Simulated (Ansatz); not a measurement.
**How BaTiO3 absorbs and reflects light**

Aim: the dielectric function of BaTiO3, and the optical constants that follow from it. The cell comes from an older database entry, whose edges can differ from later determinations, mostly by under a per cent.

Method: DFT, PBE, plane-wave PAW, default files, scalar-relativistic, independent-particle optical response without local fields, in Ansatz 0.2.0.

The database entry behind the starting cell differs from later determinations by our own check (c/a about 0.6 % short), so it need not match the best structure at ambient conditions.

**1. Starting point**

Symmetry: P4mm, No. 99, tetragonal system. The conventional cell has a = 4.000 Å, b = 4.000 Å, c = 4.018 Å, α = 90.00°, β = 90.00°, γ = 90.00°. Ba has 12 O at 2.79 to 2.88 Å nearest. Ti has 6 O at 1.89 to 2.13 Å nearest. Nearest to O lie 2 Ti at 2.00 Å and 4 Ba at 2.79 to 2.88 Å. Nearest to O lie 2 Ti at 1.89 to 2.13 Å and 4 Ba at 2.83 Å. Farther neighbours and most contacts between anions are not listed.

**2. Ground state and bands**

The self-consistent density comes first; it also tells whether there is a gap, which decides the occupations and the need for a Drude term.

This step: DFT, PBE, plane-wave PAW, default files, scalar-relativistic, ground state (Ansatz 0.2.0).

input.yaml reads:

```yaml
crystal:
  lattice:
    - [3.9998, 0.0, 0.0]
    - [0.0, 3.9998, 0.0]
    - [0.0, 0.0, 4.018]
  atoms:
    - { symbol: Ba, position: [0.0, 0.0, 0.0] }
    - { symbol: Ti, position: [0.5, 0.5, 0.49] }
    - { symbol: O, position: [0.0, 0.5, 0.517] }
    - { symbol: O, position: [0.5, 0.0, 0.517] }
    - { symbol: O, position: [0.5, 0.5, 0.019] }
kpoints:
  mp_grid: { grid: [6, 6, 6] }
  band_path:
    path:
      - [[0.0, 0.0, 0.0], [0.0, 0.5, 0.0], [0.5, 0.5, 0.0], [0.0, 0.0, 0.0], [0.0, 0.0, 0.5], [0.0, 0.5, 0.5], [0.5, 0.5, 0.5], [0.0, 0.0, 0.5]]
      - [[0.0, 0.5, 0.0], [0.0, 0.5, 0.5]]
      - [[0.5, 0.5, 0.0], [0.5, 0.5, 0.5]]
    npoints: 6
scf:
  occupations: { method: fermi_dirac, width: 0.05 }
  n_extra_bands: 9
hamiltonian:
  xc: pbe
  pseudopotentials: { kind: paw }
output:
  forces: true
  stress: true
  populations: true
  write_bands: true
  write_density: true
  write_potential: true
  elf: true
  volumetric_format: npy
```

Started as:

```sh
$ ansatz run input.yaml --threads 4 --pin off --max-ram 8192MiB --backend cpu --events-out ev --progress --plain --runs-dir out
```

Numbers of over 12 decimals in the logs are rounded to 6 here.

Output:

```text
scf.n_extra_bands = 9 over 20 filled bands (N_el = 40.0): the run solves 29 bands
Engine: ansatz 0.2.0, aarch64-unknown-linux-gnu
Pseudopotentials: kind: paw
Pseudopotential: Ba, paw, valence charge 10, recommended cutoff 420 eV (normal), Ba.paw.azcp
Pseudopotential: Ti, paw, valence charge 12, recommended cutoff 420 eV (normal), Ti.paw.azcp
Pseudopotential: O, paw, valence charge 6, recommended cutoff 420 eV (normal), O.paw.azcp
Functional definition: PBE
  parameter kappa = 0.804
  parameter beta = 0.066725
  exchange = pbe_x(kappa = kappa, mu = beta*pi^2/3)
  correlation = pbe_c(beta = beta)
Crystal: 5 atoms, lattice volume = 64.282 Å³
Basis set: ecut = 420 eV, 1237 PW (Γ), exchange–correlation on 54×54×54 points (8 copies of the dense FFT grid, shifted against one another)
Bands: 29, of which v1, the nominal top of the filled ones, is band 20 counted from 1 (19 counted from 0)
Symmetry: 8 space group operations
Space group: P4mm (ITA 99), of the structure as read, at distance tolerance 4.0e-5 Å
k-points: 40 of 216 (time reversal used)
Non-local potential: Ba, projectors of the file, l = 0: 3, l = 1: 2, l = 2: 2, l = 3: 2
Non-local potential: Ti, projectors of the file, l = 0: 3, l = 1: 2, l = 2: 3, l = 3: 1
Non-local potential: O, projectors of the file, l = 0: 2, l = 1: 2, l = 2: 1
PAW form: soft (Blöchl's): semilocal exchange-correlation on the pseudo side does not see the compensation charge
PAW one-centre angular grid: Ba, 194 points (default); XC on 64 Gauss nodes
PAW one-centre angular grid: Ti, 590 points (default); XC on 64 Gauss nodes
PAW one-centre angular grid: O, 110 points (default); XC on 64 Gauss nodes
Initial density: superposition of atomic densities (neutral atoms: chi_scale 0, normalization atom), corrected by the library's trained network
Initial wavefunctions: pseudopotential atomic-orbital guess
Functional: x = pbe(κ = 0.804, μ = 0.219515), c = pbe(β = 0.066725)
SCF iter   1: F=—  HF=-10159.577782 eV  |F-HF|=—  |Δ(HF+E_count)|=         —  Δρ=1.58e-3  dr2=9.74e-4  ethr=1.77e-3  ⟨swp⟩=6.6  Hψ=5991  notcnv=0  defer=14
preconditioner: auto → Resta (q_TF=auto, 2.521 Å⁻¹)  ε∞=4.7  [insulator: Δε(μ)=1.818 eV  Ē_g=13.608 eV  σ=0.050 eV  W_gap=1.00  n_scr=18 (ndim 8)  ℏωp=26.2 eV  f_vac=0.000  D(μ)=0.00/eV (n_scr^D=0)  ε∞_Penn≈4.7]
SCF iter   2: F=—  HF=-10159.578158 eV  |F-HF|=—  |Δ(HF+E_count)|=   3.76e-4  Δρ=8.11e-4  dr2=2.85e-4  ethr=2.43e-6  ⟨swp⟩=2.0  Hψ=2142  notcnv=0  defer=53
SCF iter   3: F=—  HF=-10159.578300 eV  |F-HF|=—  |Δ(HF+E_count)|=   1.42e-4  Δρ=2.06e-4  dr2=2.69e-5  ethr=7.11e-7  ⟨swp⟩=2.7  Hψ=1611  notcnv=0  defer=53
SCF iter   4: F=—  HF=-10159.577572 eV  |F-HF|=—  |Δ(HF+E_count)|=   7.28e-4  Δρ=7.58e-5  dr2=5.23e-6  ethr=6.71e-8  ⟨swp⟩=2.0  Hψ=1803  notcnv=0  defer=53
SCF iter   5: F=—  HF=-10159.577571 eV  |F-HF|=—  |Δ(HF+E_count)|=   1.05e-6  Δρ=2.61e-5  dr2=1.24e-7  ethr=1.31e-8  ⟨swp⟩=2.4  Hψ=1607  notcnv=0  defer=53
SCF iter   6: F=-10159.577571 eV  HF=-10159.577571 eV  |F-HF|=1.24e-10  |Δ(HF+E_count)|=   1.07e-7  Δρ=3.03e-6  dr2=5.16e-9  ethr=2.50e-10  ⟨swp⟩=13.8  Hψ=8772  notcnv=0
SCF 1 converged in 6 iterations: F = -10159.577571 eV  dr2 = 5.16e-9
  greatest PAW one-centre occupation: 0.999 electrons in one spin orbital (limit 2), on the Ti atom at site 1 (counted from 0), in its partial waves of l = 0
NSCF: frozen V_eff on 57 k-points
SCF converged after 6 iterations
Free energy (F): -10159.577571 eV
Harris-Foulkes:  -10159.577571 eV  (|F-HF|=1.24e-10)
Internal energy: -10159.577571 eV  (E = F + TS)
E sigma→0 (E₀):  -10159.577571 eV
Fermi energy:    11.240579 eV
--- Per-component energies (eV) ---
  E_band       = -141.292408
  E_kinetic    = 970.190935
  E_local      = -2101.870575  (includes V_loc(G=0)·N_el)
  E_nonlocal   = 203.558822
  E_hartree    = 821.007568
  E_xc         = -491.545585
  E_vxc        = -546.243307  (∫ρ·V_xc dr)
  E_paw        = -6744.548214  (= ΣΔE_a)
  E_vpaw       = -308.951075  (= ΣTr[D̂ρ^β])
  E_aug_tail   = 0.007416  (compensation charges beyond the density's cutoff)
  E_ewald      = -2816.377938
  E_smearing   = -0.000000  (= −TS)
  E_closure    = -0.000000  (closes the sum)
  Σ components = -10159.577571   (vs F -10159.577571, Δ=0.00e0)
--- Forces (eV/Å), atoms counted from 1 ---
  atom   1  Ba     0.00000000     0.00000000     0.04195591
  atom   2  Ti    -0.00000000     0.00000000    -0.15147706
  atom   3  O     -0.00000000    -0.00000000    -0.10101089
  atom   4  O     -0.00000000     0.00000000    -0.10101089
  atom   5  O      0.00000000     0.00000000     0.31154693
  max |Σ_I F_I| component: 4.00e-6 eV/Å
--- Stress (GPa, compression-positive) ---
        2.133056       0.000000       0.000000
        0.000000       2.133056       0.000000
        0.000000       0.000000       3.018253
  P = ⅓ Tr σ = 2.4281 GPa (24.281 kbar)
--- Band table (eV; the first three rows and the last of 40) ---
  k-point 0: bands = [... 16 lower, 9.1492, 10.0357, 10.0503, 10.0503, 12.1381, 12.3491, 12.3491, 14.3308, ... 5 higher]
  k-point 1: bands = [... 16 lower, 8.9393, 9.4845, 9.9331, 9.9331, 12.1690, 12.7848, 12.7848, 14.3298, ... 5 higher]
  k-point 2: bands = [... 16 lower, 8.5742, 8.7124, 9.7284, 9.7284, 12.2325, 13.5425, 13.5425, 14.3302, ... 5 higher]
  k-point 39: bands = [... 16 lower, 7.9500, 10.2185, 10.2185, 10.3021, 14.5083, 14.5083, 14.5102, 16.9426, ... 5 higher]
--- Löwdin populations: 5 sites ---
  site symbol       q [e]
     0     Ba      8.2269
     1     Ti     10.7888
     2      O      6.8830
     3      O      6.8830
     4      O      6.8619
  spilling = 0.008910 (of n_electrons = 40.000000)
```

The job ended after 4.3 s (4 threads of Arm Neoverse V2, shared host; peak memory 0.43 GiB).

Numbers from this step:

* free energy: -10159.5776 eV
* Fermi energy: 11.24 eV
* gap by band count: 1.836 eV
* electrons: 40
* symmetry operations: 8
* pressure: 2.428 GPa
* volume: 64.28 Å³
* gap on the path: 1.836 eV
* least direct gap on the path: 2.088 eV

There is a gap, 1.84 eV on the path, so no carriers' term is needed. The cell is left with a pressure of 2.4 GPa and forces up to 0.31 eV/Å, as it stands unrelaxed at this level.

Electronic bands along the path, in eV, zero at the Fermi level; v1 is the highest filled band, c1 the lowest empty one:

```
    point     v4     v3     v2     v1    c1    c2    c3    c4
        Γ  -2.09  -1.21  -1.19  -1.19  0.90  1.11  1.11  3.09
  halfway  -2.46  -2.14  -1.57  -1.47  1.16  1.83  1.85  3.16
        X  -2.75  -2.64  -1.84  -1.74  1.22  2.59  2.63  3.15
  halfway  -2.41  -2.36  -1.98  -1.41  1.89  2.63  2.74  3.73
        M  -2.67  -1.87  -1.87  -0.99  2.65  2.65  3.05  3.81
  halfway  -2.63  -2.02  -1.81  -1.40  1.77  1.96  2.19  3.68
        Γ  -2.09  -1.21  -1.19  -1.19  0.90  1.11  1.11  3.09
  halfway  -2.49  -2.18  -1.41  -1.41  0.96  1.94  1.94  3.09
        Z  -2.83  -2.83  -1.60  -1.60  1.02  2.65  2.65  3.09
  halfway  -2.31  -2.19  -2.01  -1.49  1.89  2.66  2.73  3.75
        R  -2.63  -1.80  -1.79  -1.07  2.62  2.67  3.04  3.93
  halfway  -3.37  -1.49  -1.45  -1.04  2.92  2.92  3.15  5.29
        A  -3.29  -1.02  -1.02  -0.94  3.27  3.27  3.27  5.70
  halfway  -3.06  -1.81  -1.57  -1.50  2.38  2.81  2.85  4.99
        Z  -2.83  -2.83  -1.60  -1.60  1.02  2.65  2.65  3.09
jump to X  -2.75  -2.64  -1.84  -1.74  1.22  2.59  2.63  3.15
  halfway  -2.29  -2.29  -2.07  -1.48  1.99  2.61  2.75  3.77
        R  -2.63  -1.80  -1.79  -1.07  2.62  2.67  3.04  3.93
jump to M  -2.67  -1.87  -1.87  -0.99  2.65  2.65  3.05  3.81
  halfway  -3.40  -1.53  -1.53  -0.96  2.93  2.93  3.15  5.17
        A  -3.29  -1.02  -1.02  -0.94  3.27  3.27  3.27  5.70
```

Valence density in the ac plane at fractional y = 0.500, with atoms of Ti and O within 0.2 Å of it. It is the smooth field of the valence electrons, not physical close to the nuclei.

Ten even steps from '_' (0.04 × 1e0 e/Å³) to '@' (9.74 × 1e0 e/Å³), each cell a mean:
```
__________..==++--..________
____________..::..__________
____________________________
____________________________
::..________::::..______..::
++==..____::++##++..____::==
##++::__..==%%@@%%--____::**
++--..__..==%%@@##::____::==
....______..==++--..______..
____________......__________
______________..____________
__________..::::..__________
__________::==**==..________
__________::**##++..________
```
Atoms in or near the plane, at fractional coordinates: Ti at (0.50, 0.49), O at (0.00, 0.52), O at (0.50, 0.02).

Electrostatic potential energy in the ac plane at fractional y = 0.500, with atoms of Ti and O within 0.2 Å of it. With pseudopotentials it is smooth inside the atoms' cores, unlike the true potential.

Values in eV, 14 rows by 14 columns, each cell a mean:
```
 14  14  15  15  13  -7 -25 -31 -22   1  14  15  14  14
 14  14  15  15  14   8  -5 -11  -2  11  14  15  15  14
 15  15  15  14  13  11   9   9  10  12  13  14  15  15
 13  14  14  13  10   6   1   0   2   7  11  13  14  14
-15  -6   9  10   3 -10 -18 -20 -16  -5   6  11   5  -9
-33 -25  -3   7  -4 -20 -26 -27 -25 -16   0   7 -11 -28
-37 -32  -9   5  -9 -25 -28 -29 -28 -21  -4   4 -18 -34
-32 -25  -2   6  -8 -24 -28 -29 -28 -20  -3   6 -10 -28
 -8   0  11   9  -1 -16 -23 -25 -22 -12   3  10   9  -3
 12  13  14  11   6  -3 -11 -14 -10   0   8  12  14  13
 15  15  15  14  12   8   4   2   5  10  12  14  15  15
 14  15  15  14  13   5 -10 -15  -7   9  14  15  15  15
 14  14  14  15  12 -12 -30 -35 -27  -2  14  15  14  14
 14  14  14  15  10 -17 -34 -37 -31  -7  13  15  14  14
```
Atoms in or near the plane, at fractional coordinates: Ti at (0.50, 0.49), O at (0.00, 0.52), O at (0.50, 0.02).

(Continued in part 2 of 2.)

[Logs are printed without paths, hosts, clocks, repeated set-up lines and the standing remarks that a program may print on its own settings, such as how far it seeks lower states.]

[Hosts, paths, dates, database ids (printed as entryN), source tags and the programs' standing remarks are cut or masked in the printed files.]
